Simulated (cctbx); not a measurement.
## What resolution and counting buy: Tl2Zn2NiCl8

Space group C2/m (no. 12), a = 11.1210 Å, b = 6.4100 Å, c = 9.4190 Å, α = 90.00°, β = 108.78°, γ = 90.00°.

```csv
atom,mult.,x,y,z,Ueq (Å²)
Tl1,4,0.6036,0,0.8409,0.0062
Zn1,4,0.8703,0,0.6027,0.0162
Ni1,2,0,0,0,0.0117
Cl1,8,0.6323,0.7321,0.1305,0.0182
Cl2,4,0.6512,0,0.4949,0.0120
Cl3,4,0.5857,1/2,0.6988,0.0187
```

This is a model crystal, built by substitution and not relaxed, with assumed displacement parameters.

Five simulated data sets (cctbx; Mo Kα, λ = 0.71073 Å; 3 % proportional error) differ in resolution or exposure (noise floor 8 counts in the first three, 8 in the last two). Each is refined with the right model, isotropic at 1.1 Å and anisotropic otherwise. How do the figures of merit and the uncertainties move?

| d min (Å) | top counts | ⟨I/σ⟩ (unmerged, absences included) | unique | param. (scale apart) | Rint | R1 | GooF | largest s.u. xyz (fractional) | s.u. U of Cl1 (Å²) | largest error (Å) |
| --- | --- | --- | --- | --- | --- | --- | --- | --- | --- | --- |
| 1.1 | 5000 | 7.6 | 252 | 17 | 0.028 | 0.0238 | 1.26 | 0.00061 | 0.0011 | 0.0109 |
| 0.84 | 5000 | 6.6 | 549 | 37 | 0.034 | 0.0203 | 0.95 | 0.00032 | 0.0011 | 0.0026 |
| 0.6 | 5000 | 5.3 | 1511 | 37 | 0.041 | 0.0267 | 0.93 | 0.00022 | 0.0006 | 0.0038 |
| 0.75 | 300 | 1.1 | 767 | 37 | 0.227 | 0.0960 | 0.97 | 0.00183 | 0.0064 | 0.0394 |
| 0.75 | 3000 | 4.9 | 767 | 37 | 0.046 | 0.0289 | 0.97 | 0.00038 | 0.0012 | 0.0062 |

The number of reflections grows roughly as 1/d³: 252, 549 and 1511 here. R1 follows the noise rather than the truth: at 300 counts it is 0.0960, at 3000 counts 0.0289, while GooF is 0.97 and 0.97: the weights 1/σ² carry the noise. The s.u. of U (U11 where anisotropic) for Cl1 goes 0.0011, 0.0011, 0.0006 Å² with resolution and 0.0064, 0.0012 Å² with exposure.

The 1.1 Å row also differs in its displacement model, so it isn't a clean test of resolution.

Hardware for the 0.6 Å refinement: 0.62 s on 1 thread of Arm Neoverse N1, with other jobs on the host, peak memory 0.09 GiB.

[Logs are printed without paths, hosts, clocks, repeated set-up lines and the standing remarks that a program may print on its own settings, such as how far it seeks lower states.]
